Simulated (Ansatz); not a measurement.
LiMgOF (P4/mmm), computed twice by G0W0.

The structure was built from a prototype and need not be the compound's stable phase.

It takes space group P4/mmm (No. 123, tetragonal). Conventional cell: a = 2.869 Å, b = 2.869 Å, c = 4.097 Å, α = 90.00°, β = 90.00°, γ = 90.00°. Li has 4 F at 2.03 Å and 2 O at 2.05 Å nearest. Nearest to F lie 4 Li at 2.03 Å and 2 Mg at 2.05 Å. Nearest to Mg lie 4 O at 2.03 Å and 2 F at 2.05 Å. Nearest to O lie 4 Mg at 2.03 Å and 2 Li at 2.05 Å. It derives from LiF. Farther neighbours and most contacts between anions are not listed.

```yaml
crystal:
  lattice:
    - [2.86872, 0.00000, 0.00000]
    - [0.00000, 2.86872, 0.00000]
    - [0.00000, 0.00000, 4.09747]
  atoms:
    - { symbol: Li, position: [0.00000, 0.00000, 0.25000] }
    - { symbol: F, position: [0.50000, 0.50000, 0.25000] }
    - { symbol: Mg, position: [0.50000, 0.50000, 0.75000] }
    - { symbol: O, position: [0.00000, 0.00000, 0.75000] }
```

The structure was relaxed with LDA. The runs that relaxed it are not among those shown.

The first (Ansatz 0.2.0; start LDA, 6×6×4 mesh, 88 empty bands, screening to 110 eV, PAW set soft_1 files; 4 threads of Arm Neoverse V2, shared host) gave, on its mesh: starting gap 5.66 eV, G0W0 gap 8.64 eV, RPA ε∞ (mean) 2.57, 23 s.

Q: The second changes empty bands from 88 to 22 and screening cutoff (eV) from 110.0 to 44. What does it give?

It gave: starting gap 5.66 eV, G0W0 gap 8.63 eV, RPA ε∞ (mean) 2.57, 8.4 s. The G0W0 gap moves by −0.02 eV, +0.00 eV from the start and −0.02 eV from the correction. Σc changes by +0.25 eV at the valence top and +0.23 eV at the conduction bottom, and Σx − Vxc between them by +0.00 eV.

Limits: not at the basis limit; coarse k mesh.

[Paths, hosts, dates, memory and timing lines, banners, echoed tables and standing remarks are left out of the program output.]

[Logs are printed without paths, hosts, clocks, repeated set-up lines and the standing remarks that a program may print on its own settings, such as how far it seeks lower states.]

[Runs of the session that timed out or met a known fault of the program may be left out.]

[Cells called generated may have been cut or substituted from an entry of the Crystallography Open Database or the Materials Project.]

[Hosts, paths, dates, database ids (printed as entryN), source tags and the programs' standing remarks are cut or masked in the printed files.]
